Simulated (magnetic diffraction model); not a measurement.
**TmTl₂Sn₂: what an assumed order does to the neutron pattern**

Space group I4/mmm (no. 139), a = 4.7760 Å, c = 11.7220 Å.

```csv
site,atom,x,y,z
4d,Tl,1/2,0,1/4
2a,Tm,0,0,0
4e,Sn,0,0,0.3783
```

This is a made-up structure (elements placed in a structure type, unrelaxed), so the numbers test the method and describe no known phase.

Only Tm is taken to order (form factors of Tm3+); orders and moment sizes are assumed, and not adapted to the symmetry. Radiation: neutrons of λ = 1.594 Å, 5° to 60°; isotropic B of 0.35 Å² (Tl), 0.42 Å² (Tm) and 0.38 Å² (Sn). Simulated constant-wavelength pattern: nuclear and magnetic terms add, the magnetic one as |2.695 fm × Σ f S⊥ exp(2πi Q·r) exp(−B s²)|², summed over all Q at one angle with the factor 1/(sin²θ cos θ). For collinear order S is the moment m, which repeats by lattice and centring translations R with the sign exp(−2πi k·R). Free-ion form factors, Sears's scattering lengths of 1992, no absorption; a label names one of the reflections at its angle. The strongest nuclear line in the range is 100, and lines under 0.2 are left out.

Assume the order k = (0 0 0), collinear moments along [010], 5.4 μB on Tm.

Q: Where does magnetic intensity appear, and how strong is it?

```
2θ (°)    index  nuclear  magnetic
 15.63  (0 0 2)     15.6      31.5
 20.76  (1 0 1)      1.3      39.5
 27.30  (1 1 0)      0.4       9.5
 30.56  (1 0 3)     39.5      23.6
 31.56  (0 0 4)      5.9       6.9
 31.61  (1 1 2)    100.0      17.1
 38.99  (2 0 0)     73.1       4.2
 42.21  (1 1 4)     48.3      10.8
 42.25  (2 0 2)      9.2       7.8
 44.51  (1 0 5)     23.3      10.9
 44.58  (2 1 1)      0.6      12.4
 48.15  (0 0 6)      2.6       2.5
 50.33  (2 1 3)     31.2      10.8
 51.00  (2 0 4)      9.8       6.0
 56.24  (1 1 6)     29.4       5.8
 56.33  (2 2 0)     37.8       1.6
 58.84  (2 2 2)      5.2       3.1
```

The strongest magnetic line in the range is (1 0 1) at 20.76° (39.5). On top of the Lorentz factor, which all lines share, magnetic lines fade with angle because f falls: for Tm3+ it is 0.97, 0.87, 0.75 and 0.49 at sin θ/λ = 0.1, 0.2, 0.3 and 0.5 Å⁻¹, while nuclear lengths stay constant. The net moment is 5.40 μB a primitive cell.

[Logs are printed without paths, hosts, clocks, repeated set-up lines and the standing remarks that a program may print on its own settings, such as how far it seeks lower states.]
